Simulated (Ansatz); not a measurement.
# Random rock-salt alloy of NbC and TiC (64 atoms): support functions against a reference, part 2 of 2

Wanted: errors and times of a linear-scaling basis for random rock-salt alloy of NbC and TiC (64 atoms). A setting counts as converged where the r.m.s. difference of forces stays under 1 % of the r.m.s. force.

Ansatz 0.2.0; Kohn-Sham DFT, PBE, PAW (set soft_2), plane waves.

The cell: 28 Nb, 32 C and 4 Ti. The host structure and its lattice constant were typed by rule, without a check against the phase diagram.

So far. Step 3 (Support functions low): Forces differ from the reference by 0.73 meV/Å r.m.s., 0.24 % of their size, well within a tolerance of 1 %; the energy by -1.8 meV/atom. It took 4.6 min and 10 cycles; the reference's time can't be set against it, since the two runs asked for unlike analyses. Step 4 (Support functions medium, spacing 0.411 Å): Forces differ from the reference by 123 meV/Å r.m.s., 40 % of their size, far over a tolerance of 1 %; the energy by +21 meV/atom.

## (5) Support functions medium, spacing 0.343 Å

Level of this step: Kohn-Sham DFT, PBE, PAW (set soft_2), localised support functions (medium) (Ansatz).

The grid spacing sets how fine a wave the support functions can hold. The typed value is an upper bound: the grid laid has 30×30×30 points, 0.297 Å apart at most.

input.yaml

```yaml
crystal:
  lattice:
    - [8.9046, 0.0, 0.0]
    - [0.0, 8.9046, 0.0]
    - [0.0, 0.0, 8.9046]
  atoms:
    [... the 64 atom lines of step 2 ...]
kpoints:
  mp_grid: { grid: [2, 2, 2] }
hamiltonian:
  xc: pbe
scf:
  occupations: { method: gaussian, width: 0.05 }
  eigensolver: { kind: { support_functions: { accuracy: medium, spacing: 0.343 } } }
  max_iter: 150
output:
  forces: true
  eigenvalues: true
```

Started as:

```
$ ansatz run input.yaml --threads 4 --pin off --max-ram 8192MiB --backend cpu --events-out ev --progress --plain --runs-dir out
```

Numbers of over 12 decimals in the logs are rounded to 6 here.

Log:

```text
[...]
Crystal: 64 atoms, lattice volume = 706.063 Å³
Basis set: ecut = 420 eV, 13805 PW (Γ), exchange–correlation on 120×120×120 points (8 copies of the dense FFT grid, shifted against one another)
Bands: 324, of which v1, the nominal top of the filled ones, is band 270 counted from 1 (269 counted from 0)
Symmetry: 1 space group operations
k-points: 8
[...]
SCF iter   1: F=—  HF=-145574.195075 eV  |F-HF|=—  |Δ(HF+E_count)|=         —  Δρ=1.73e-1  dr2=3.22e2  ethr=1.00e-1
[...]
SCF iter  10: F=-145528.970644 eV  HF=-145528.970644 eV  |F-HF|=2.49e-7  |Δ(HF+E_count)|=   6.65e-3  Δρ=6.03e-6  dr2=3.73e-7  ethr=2.82e-10
SCF 1 converged in 10 iterations: F = -145529.034923 eV  dr2 = 3.73e-7
[...]
SCF converged after 10 iterations
[...]
Free energy (F): -145529.034923 eV
[...]
Internal energy: -145528.966096 eV  (E = F + TS)
E sigma→0 (E₀):  -145529.000510 eV
Entropy (-TS):   -0.068827 eV (-1.075 meV/atom)
Fermi energy:    18.214701 eV
[...]
--- Forces (eV/Å), atoms counted from 1 ---
  atom   1  Nb    -0.25413779     0.48044469    -0.23284582
  atom   2  C     -0.05408363    -0.29165416    -0.01701479
  atom   3  Nb     0.15267568    -0.17066637    -0.43468626
  atom   4  C     -0.18668915     0.03706632    -0.55782653
  atom   5  Nb     0.32299579    -0.11686325    -0.00199364
  atom   6  C     -0.39602129    -0.30288030     0.33655439
  atom   7  Nb    -0.23863563    -0.47766921     0.66828253
  atom   8  C     -0.08686812    -0.30824578     0.11338224
  atom   9  Nb    -0.13710254     0.11404293    -0.31172289
  atom  10  C     -0.33029781    -0.37586856     0.30368244
  atom  11  Nb    -0.07314203    -0.41883824    -0.14323756
  atom  12  C     -0.10608262    -0.28514405    -0.35954704
  atom  13  Nb    -0.33371699     0.00810418    -0.07992234
  atom  14  C      0.23990870    -0.76826125     0.08891741
[...]
atom  63  Nb    -0.21777364    -0.52541403     0.29408400
  atom  64  C     -0.12149279     0.09590158    -0.26414602
  max |Σ_I F_I| component: 3.94e-1 eV/Å
--- Band table (eV; the first three rows and the last of 8) ---
[...]
```

The job ended after 2.6 min (4 threads of Intel Xeon Platinum 8488C (Sapphire Rapids), shared host; peak memory 2 GiB).

Forces differ from the reference by 28 meV/Å r.m.s., 9.0 % of their size, far over a tolerance of 1 %; the energy by -16 meV/atom. It took 2.6 min and 10 cycles; the reference's time can't be set against it, since the two runs asked for unlike analyses. The setting is coarser than the default on purpose.

## (6) A run with a doubtful setting

The input is spoilt on purpose; the run shows how that looks.

This step: Kohn-Sham DFT, PBE, PAW (set soft_2), plane waves (Ansatz 0.2.0).

input.yaml, the sections that differ from step 5:

```yaml
scf:
  occupations: { method: fermi_dirac, width: 0.3 }
  n_extra_bands: 0
  max_iter: 75
output:
  forces: true
# crystal, kpoints, hamiltonian: as in step 5
```

Log:

```text
Error: inconsistent input (scf.n_extra_bands, scf.occupations.method): n_bands = 270 leaves no empty band above the 270 bands per channel that the deck's 540 electrons occupy, and the occupations search for the Fermi level (a smearing at a finite width, or tetrahedra): [...]
```

Run time: 0.14 s. Hardware: 4 threads; peak memory 0.093 GiB.

The program refused the input before any cycle.

The program's message: “Error: inconsistent input (scf.n_extra_bands, scf.occupations.method): n_bands = 270 leaves no empty band above the 270 bands per channel that the deck's 540 electrons occupy, and the occupations sear …”

The fault in the input: too few bands (scf.n_extra_bands = 0, scf.occupations.method = "fermi_dirac" and scf.occupations.width = 0.3). The fix is to take out scf.n_extra_bands.

## (7) The ladder side by side

Each row is set against the plane-wave reference (Kohn-Sham DFT, PBE, PAW (set soft_2), plane waves; r.m.s. force component 0.309 eV/Å). Energies are set beside the reference only for runs with its functional, potentials and electron count. Times are for 4 threads of Intel Xeon Platinum 8488C (Sapphire Rapids), shared host. The reference's time includes the DOS, ELF, the stress and grids, which some other runs skip.

| run | Δ force, r.m.s. (meV/Å) | share of r.m.s. force (%) | Δ energy (meV/atom) | cycles | time | host memory (GiB) |
| --- | --- | --- | --- | --- | --- | --- |
| reference | - | - | - | 7 | 83 s | 5.1 |
| support functions low | 0.732 | 0.237 | -1.80 | 10 | 4.6 min | 3.0 |
| support functions medium, spacing 0.411 Å | 123 | 39.7 | 21.0 | 13 | 2.7 min | 1.7 |
| support functions medium, spacing 0.343 Å | 28.0 | 9.04 | -16.1 | 10 | 2.6 min | 2.0 |

## (8) What the reference run shows

With the settings judged, the reference run is read for its physics.

Length of the force by element:

| element | coordination | atoms | mean length of the force (eV/Å) | spread | least | most |
| --- | --- | --- | --- | --- | --- | --- |
| C | all | 32 | 0.555 | 0.242 | 0.151 | 1.20 |
| Nb | all | 28 | 0.424 | 0.165 | 0.124 | 0.843 |
| Ti | all | 4 | 0.455 | 0.0641 | 0.379 | 0.555 |

Löwdin charges by element (they lack the spilled electrons, 0.024 e an atom on average):

| element | coordination | atoms | mean charge (e) | spread | least | most |
| --- | --- | --- | --- | --- | --- | --- |
| C | all | 32 | -0.668 | 0.0259 | -0.735 | -0.621 |
| Nb | all | 28 | 0.691 | 0.0089 | 0.661 | 0.704 |
| Ti | all | 4 | 0.889 | 0.0046 | 0.885 | 0.896 |

Charge against the make-up of the first shell:

| Ti neighbours of C | atoms | mean charge (e) |
| --- | --- | --- |
| 0 | 15 | -0.645 |
| 1 | 11 | -0.678 |
| 2 | 5 | -0.701 |
| 3 | 1 | -0.735 |

States in the cell by windows of 1 eV, zero at the Fermi level; the larger projections on atomic orbitals stand beside the total:

| from (eV) | to (eV) | total | Nb d | C p | Ti d | C s |
| --- | --- | --- | --- | --- | --- | --- |
| -14 | -13 | 0.3 | 0.0 | 0.0 | 0.0 | 0.1 |
| -13 | -12 | 4.7 | 0.1 | 0.1 | 0.0 | 1.9 |
| -12 | -11 | 25.5 | 7.0 | 0.3 | 0.2 | 13.1 |
| -11 | -10 | 31.1 | 7.2 | 0.4 | 0.7 | 19.5 |
| -10 | -9 | 2.5 | 0.1 | 0.0 | 0.1 | 2.0 |
| -9 | -8 | 0.0 | 0.0 | 0.0 | 0.0 | 0.0 |
| -8 | -7 | 1.0 | 0.4 | 0.4 | 0.0 | 0.0 |
| -7 | -6 | 13.2 | 5.4 | 5.7 | 0.2 | 0.3 |
| -6 | -5 | 29.2 | 11.2 | 13.9 | 0.5 | 0.6 |
| -5 | -4 | 65.1 | 29.0 | 31.1 | 1.1 | 1.0 |
| -4 | -3 | 61.6 | 26.4 | 29.2 | 3.7 | 0.7 |
| -3 | -2 | 14.6 | 5.1 | 6.8 | 2.2 | 0.2 |
| -2 | -1 | 11.4 | 4.4 | 6.1 | 0.6 | 0.0 |
| -1 | 0 | 23.1 | 12.7 | 7.9 | 1.6 | 0.2 |
| 0 | 1 | 20.9 | 13.6 | 3.9 | 2.6 | 0.4 |
| 1 | 2 | 47.7 | 29.3 | 9.3 | 7.2 | 0.7 |

About 257 of the 540 electrons lie in deeper levels, below the stored range.

The levels nearest the highest filled one (over half full), pooled over k-points and spins:

| level less the highest filled one (eV) | occupation |
| --- | --- |
| -0.0124 | 1.28 |
| -0.0116 | 1.26 |
| -0.0085 | 1.20 |
| -0.0055 | 1.13 |
| -0.0018 | 1.05 |
| 0 | 1.00 |
| 0.017 | 0.636 |
| 0.0176 | 0.624 |
| 0.0264 | 0.459 |
| 0.0274 | 0.442 |
| 0.03 | 0.4 |
| 0.0401 | 0.259 |

Valence density in the ac plane at fractional y = 0.496, with atoms of Nb and C and Ti within 0.2 Å of it. It is the smooth field of the valence electrons, not physical close to the nuclei.

Ten even steps from '0' (0.22 × 1e0 e/Å³) to '9' (9.16 × 1e0 e/Å³), each cell a mean:
```
5410011100135520011100025
3100000000012200000000002
0000000000000000000000000
0000001000000000000100000
1000134310001100025520000
1100255420011100049940001
1100145410011100037830001
1000023200000000002200000
0000000000000000000000000
1000000000001100000000001
4310011100024310001100013
5410011100145530011110025
5410011100145420001100024
2100000000012200000000002
0000000000000000000000000
0000001000000000001100000
1000034310001100024420001
1100155520011110035541001
1100145420011100035530001
0000012200000000012210000
0000000000000000000000000
1000000000001100000000000
4200001100024420001100013
5410011100145530011110025
```
Columns run along a (8.9 Å), rows up along c (8.9 Å). Atoms in or near the plane, at fractional coordinates: Nb at (0.00, 0.00), C at (0.25, 0.00), Nb at (0.25, 0.25), C at (0.00, 0.25), Nb at (0.00, 0.50), C at (0.25, 0.50), Nb at (0.25, 0.75), C at (0.00, 0.74), Nb at (0.50, 0.00), C at (0.75, 0.00), Nb at (0.75, 0.25), C at (0.50, 0.25), Nb at (0.50, 0.50), C at (0.75, 0.50) and more.

Electrostatic potential energy in the ac plane at fractional y = 0.496, with atoms of Nb and C and Ti within 0.2 Å of it. With pseudopotentials it is smooth inside the atoms' cores, unlike the true potential.

Values in eV, 13 rows by 16 columns, each cell a mean:
```
-49 -13  12  -9 -22  10   5 -33 -44 -10  13  -8 -17  12   4 -37
  5  13  15   9   6  14  16  10   8  14  17  11  10  15  16   9
-18  10   2 -38 -47  -9  14  -8 -20  11   8 -14 -17  -1  15  -3
-40   4  -2 -48 -57 -15  12 -19 -35   8   7 -16 -19  -4  14 -17
  8  15  14   1  -3  11  16  11   9  16  16   8   5  14  17  11
-35  -5  14   0  -5  14   6 -25 -33  -2  15  -1  -8  13   9 -23
-64 -23   8 -30 -43   8  -4 -54 -62 -19  11 -26 -42   6   0 -50
-16   4  15   9   6  16  11 -10 -16   5  16  11   8  16  12  -8
  4  15  11 -10 -18   4  16  10   6  15  11 -12 -19   3  16   9
-46   4  -2 -51 -64 -22  11 -23 -46   3  -1 -53 -63 -22  10 -24
 -3  14   8 -23 -33  -3  15   3  -7  13   9 -22 -31  -3  15   5
 -2  10  16  12  10  16  14  -1  -6   8  16  12  10  16  15   3
-57 -18  11 -17 -35   7   0 -47 -59 -20  11 -23 -35   8   2 -45
```
Columns run along a (8.9 Å; values clipped at the 3rd and 97th percentile), rows up along c (8.9 Å). Atoms in or near the plane, at fractional coordinates: Nb at (0.00, 0.00), C at (0.25, 0.00), Nb at (0.25, 0.25), C at (0.00, 0.25), Nb at (0.00, 0.50), C at (0.25, 0.50), Nb at (0.25, 0.75), C at (0.00, 0.74), Nb at (0.50, 0.00), C at (0.75, 0.00), Nb at (0.75, 0.25), C at (0.50, 0.25), Nb at (0.50, 0.50), C at (0.75, 0.50) and more.

Mean Löwdin charges: C -0.67, Nb +0.69, Ti +0.89 e. The charge on C changes by -0.029 e for each Ti neighbour that takes the place of another kind, on average. Within 0.4 eV of the Fermi level the largest share is Nb d (54 % of the projected weight).

## (9) Distances and neighbours

Bonds and neighbours are counted at the geometry of the runs.

Density 7.47 g/cm³, 11.03 Å³ an atom.

g(r), total and by pair (bins of 0.2 Å):

| r (Å) | total | C-C | C-Nb | C-Ti | Nb-Nb | Nb-Ti | Ti-Ti |
| --- | --- | --- | --- | --- | --- | --- | --- |
| 2.10 | 0.76 | 0.00 | 1.52 | 1.39 | 0.00 | 0.00 | 0.00 |
| 2.30 | 4.56 | 0.00 | 9.10 | 9.25 | 0.00 | 0.00 | 0.00 |
| 2.50 | 0.00 | 0.00 | 0.00 | 0.00 | 0.00 | 0.00 | 0.00 |
| 2.70 | 0.00 | 0.00 | 0.00 | 0.00 | 0.00 | 0.00 | 0.00 |
| 2.90 | 0.00 | 0.00 | 0.00 | 0.00 | 0.00 | 0.00 | 0.00 |
| 3.10 | 5.13 | 10.22 | 0.00 | 0.00 | 10.23 | 10.92 | 6.95 |
| 3.30 | 0.18 | 0.42 | 0.00 | 0.00 | 0.34 | 0.24 | 0.00 |
| 3.50 | 0.00 | 0.00 | 0.00 | 0.00 | 0.00 | 0.00 | 0.00 |
| 3.70 | 0.02 | 0.00 | 0.04 | 0.00 | 0.00 | 0.00 | 0.00 |
| 3.90 | 2.34 | 0.00 | 4.68 | 4.72 | 0.00 | 0.00 | 0.00 |
| 4.10 | 0.00 | 0.00 | 0.00 | 0.00 | 0.00 | 0.00 | 0.00 |
| 4.30 | 0.04 | 0.11 | 0.00 | 0.00 | 0.04 | 0.00 | 1.83 |
| 4.50 | 1.29 | 2.55 | 0.00 | 0.00 | 2.71 | 2.02 | 5.26 |
| 4.70 | 0.00 | 0.00 | 0.00 | 0.00 | 0.00 | 0.00 | 0.00 |
| 4.90 | 3.40 | 0.00 | 6.83 | 6.44 | 0.00 | 0.00 | 0.00 |
| 5.10 | 0.86 | 0.00 | 1.66 | 2.08 | 0.00 | 0.00 | 0.00 |
| 5.30 | 0.11 | 0.34 | 0.00 | 0.00 | 0.10 | 0.17 | 0.00 |
| 5.50 | 3.43 | 6.72 | 0.00 | 0.00 | 6.91 | 7.58 | 2.37 |
| 5.70 | 0.00 | 0.00 | 0.00 | 0.00 | 0.00 | 0.00 | 0.00 |
| 5.90 | 0.00 | 0.00 | 0.00 | 0.00 | 0.00 | 0.00 | 0.00 |
| 6.10 | 0.00 | 0.00 | 0.00 | 0.00 | 0.00 | 0.00 | 0.00 |
| 6.30 | 1.33 | 2.66 | 0.00 | 0.00 | 2.67 | 2.54 | 3.54 |
| 6.50 | 0.00 | 0.00 | 0.01 | 0.00 | 0.00 | 0.00 | 0.00 |
| 6.70 | 2.95 | 0.00 | 5.90 | 5.91 | 0.00 | 0.00 | 0.00 |
| 6.90 | 0.15 | 0.37 | 0.00 | 0.00 | 0.25 | 0.26 | 0.00 |
| 7.10 | 1.97 | 3.88 | 0.00 | 0.00 | 3.97 | 4.20 | 2.83 |
| 7.30 | 1.40 | 0.00 | 2.80 | 2.75 | 0.00 | 0.00 | 0.00 |
| 7.50 | 0.54 | 0.00 | 1.06 | 1.11 | 0.00 | 0.00 | 0.00 |

Bonds by pair of elements; cutoffs follow the first minimum of g(r), held within bounds set by covalent radii, and pairs that aren't listed don't count as bonded:

| pair A-B | cutoff (Å) | bonds | mean length (Å) | spread (Å) | shortest (Å) | B about A | A about B |
| --- | --- | --- | --- | --- | --- | --- | --- |
| C-Nb | 2.81 | 168 | 2.23 | 0.025 | 2.15 | 5.25 | 6 |
| C-Ti | 2.76 | 24 | 2.23 | 0.025 | 2.18 | 0.75 | 6 |

How many atoms have how many bonded neighbours:

| element | mean | 6 |
| --- | --- | --- |
| C | 6 | 32 |
| Nb | 6 | 28 |
| Ti | 6 | 4 |

First main peaks of g(r), for some of the pairs, lie near 3.15 Å (C-C), 2.23 Å (C-Nb), 2.23 Å (C-Ti), 3.15 Å (Nb-Nb) and 3.15 Å (Nb-Ti). Counting bonds as in the table, all C atoms have 6, all Nb atoms have 6 and all Ti atoms have 6 bonded neighbours.

A closer look about C30, which bears the longest force: 13 atoms, nearest first, numbered in the order of the input, with positions taken from that point.

| atom | x | y | z | distance (Å) | bonds | Löwdin charge (e) | Fx | Fy | Fz (eV/Å) |
| --- | --- | --- | --- | --- | --- | --- | --- | --- | --- |
| C30 | 0.00 | 0.00 | 0.00 | 0.00 | 6 | -0.69 | -0.95 | 0.45 | 0.57 |
| Nb29 | 2.17 | -0.01 | 0.03 | 2.17 | 6 | 0.69 | 0.30 | 0.53 | 0.06 |
| Nb25 | 0.00 | -0.02 | -2.18 | 2.18 | 6 | 0.70 | -0.48 | 0.11 | 0.14 |
| Nb11 | -0.05 | -2.21 | 0.06 | 2.21 | 6 | 0.68 | -0.05 | -0.35 | -0.12 |
| Ti27 | -0.01 | 2.24 | 0.03 | 2.24 | 6 | 0.89 | -0.43 | -0.29 | 0.20 |
| Nb17 | -0.01 | -0.01 | 2.24 | 2.24 | 6 | 0.68 | -0.51 | 0.03 | 0.18 |
| Ti61 | -2.26 | -0.02 | 0.06 | 2.26 | 6 | 0.90 | 0.00 | 0.42 | -0.11 |
| C26 | 2.15 | -0.02 | -2.19 | 3.06 | 6 | -0.64 | 0.69 | 0.28 | 0.04 |
| C28 | 2.17 | 2.22 | 0.03 | 3.10 | 6 | -0.69 | 0.32 | 0.05 | 0.15 |
| C32 | -0.07 | 2.23 | -2.17 | 3.11 | 6 | -0.68 | 0.45 | -0.23 | 0.31 |
| C58 | -2.27 | -0.01 | -2.14 | 3.12 | 6 | -0.70 | 0.09 | 0.11 | -0.05 |
| C12 | 2.20 | -2.22 | 0.07 | 3.12 | 6 | -0.65 | -0.10 | -0.28 | -0.35 |
| C18 | 2.20 | -0.02 | 2.25 | 3.14 | 6 | -0.64 | 0.12 | 0.41 | 0.21 |

The column of bonds counts only the pairs C-Nb within 2.81 Å, C-Ti within 2.76 Å; other neighbours, such as metal atoms beside each other in a compound, aren't counted, and periodic images can show an atom twice.

## (10) Results

* free energy per atom: -2273.8751 eV/atom
* density: 7.472 g/cm³
* pressure: 4.217 GPa
* r.m.s. force component: 0.3094 eV/Å
* wall time of the 4 DFT runs: 11 min

In words: Against plane waves at 420 eV, the forces differ by 0.73 meV/Å (0.24 %) with support functions low. At 64 atoms the run with support functions low takes roughly 3.3 times the time of plane waves (whose run also made extra analyses, so the like-for-like ratio is larger), in 10 SCF cycles against 7. Differences between support functions and plane waves include what basis error the plane-wave run still has.

30 levels are partly filled, by over 2 % (on the run's k-points): at this level the cell shows no clear gap. Counting bonds as in the table, all C atoms have 6, all Nb atoms have 6 and all Ti atoms have 6 bonded neighbours.

Caveats: The geometry was built by rule, was displaced at random and isn't relaxed at this level: its force components are 0.31 eV/Å r.m.s. The pressure of 4.2 GPa means that a free cell would grow at this level.

[Logs are printed without paths, hosts, clocks, repeated set-up lines and the standing remarks that a program may print on its own settings, such as how far it seeks lower states.]

[Hosts, paths, dates, database ids (printed as entryN), source tags and the programs' standing remarks are cut or masked in the printed files.]
